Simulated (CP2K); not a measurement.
Two runs for the C K edge of 3-ethynylthiophene. Run A: CP2K XAS_TDP, all-electron GAPW, PBEh(45%), aug-cc-pVDZ, TDA, no relativity. Run B differs in one setting.

First lines with a strength over 0.0015. A:

```
                     atom  energy (eV)  states  strength, one atom
   C1 (bonded to C and H)       281.64       1              0.0420
                                282.05       1              0.0484
                                284.35       1              0.0053
                                284.97       1              0.0049
                                285.38       1              0.0024
       C2 (bonded to 2 C)       281.93       1              0.0348
                                282.20       1              0.0513
                                284.38       1              0.0097
                                286.06       1              0.0116
                                286.53       1              0.0037
       C3 (bonded to 3 C)       282.14       1              0.0389
                                284.54       1              0.0035
                                285.08       1              0.0037
                                286.41       2              0.0170
                                286.64       1              0.0029
 C4 (bonded to 2 C and H)       281.75       1              0.0498
                                283.45       1              0.0042
                                284.63       1              0.0109
                                284.94       1              0.0074
                                285.63       1              0.0018
C5 (bonded to C, S and H)       281.92       1              0.0499
                                284.37       1              0.0320
                                285.06       1              0.0135
                                286.00       1              0.0044
                                286.21       1              0.0019
C7 (bonded to C, S and H)       281.61       1              0.0500
                                284.58       1              0.0290
                                285.32       1              0.0144
                                286.14       1              0.0056
                                286.25       1              0.0061
```

B:

| atom | energy (eV) | states | strength, one atom |
| --- | --- | --- | --- |
| C1 (bonded to C and H) | 287.50 | 1 | 0.0411 |
|  | 287.91 | 1 | 0.0475 |
|  | 290.21 | 1 | 0.0052 |
|  | 290.83 | 1 | 0.0048 |
|  | 291.24 | 1 | 0.0023 |
| C2 (bonded to 2 C) | 287.68 | 1 | 0.0341 |
|  | 287.96 | 1 | 0.0503 |
|  | 290.13 | 1 | 0.0095 |
|  | 291.81 | 1 | 0.0113 |
|  | 292.28 | 1 | 0.0036 |
| C3 (bonded to 3 C) | 287.42 | 1 | 0.0382 |
|  | 289.82 | 1 | 0.0035 |
|  | 290.36 | 1 | 0.0036 |
|  | 291.68 | 2 | 0.0167 |
|  | 291.92 | 1 | 0.0029 |
| C4 (bonded to 2 C and H) | 287.45 | 1 | 0.0489 |
|  | 289.14 | 1 | 0.0041 |
|  | 290.33 | 1 | 0.0107 |
|  | 290.64 | 1 | 0.0073 |
|  | 291.33 | 1 | 0.0018 |
| C5 (bonded to C, S and H) | 287.12 | 1 | 0.0490 |
|  | 289.58 | 1 | 0.0314 |
|  | 290.27 | 1 | 0.0132 |
|  | 291.21 | 1 | 0.0043 |
|  | 291.42 | 1 | 0.0019 |
| C7 (bonded to C, S and H) | 286.71 | 1 | 0.0492 |
|  | 289.68 | 1 | 0.0285 |
|  | 290.42 | 1 | 0.0142 |
|  | 291.24 | 1 | 0.0055 |
|  | 291.35 | 1 | 0.0060 |

Which was it: GW2X switched on, scalar relativity switched on, the basis, the functional?

GW2X switched on. GW2X shifts an atom's lines together and keeps their spacings. Against PBEh(45%) in aug-cc-pVDZ, the leading lines move by +5.86 eV (C1, to 287.50), +5.75 eV (C2, to 287.68), +5.28 eV (C3, to 287.42), +5.70 eV (C4, to 287.45), +5.20 eV (C5, to 287.12) and +5.10 eV (C7, to 286.71).

[Banner, clock and machine lines of the logs are left out without a mark of their own.]

[Logs are printed without paths, hosts, clocks, repeated set-up lines and the standing remarks that a program may print on its own settings, such as how far it seeks lower states.]

[Hosts, paths, dates, database ids (printed as entryN), source tags and the programs' standing remarks are cut or masked in the printed files.]
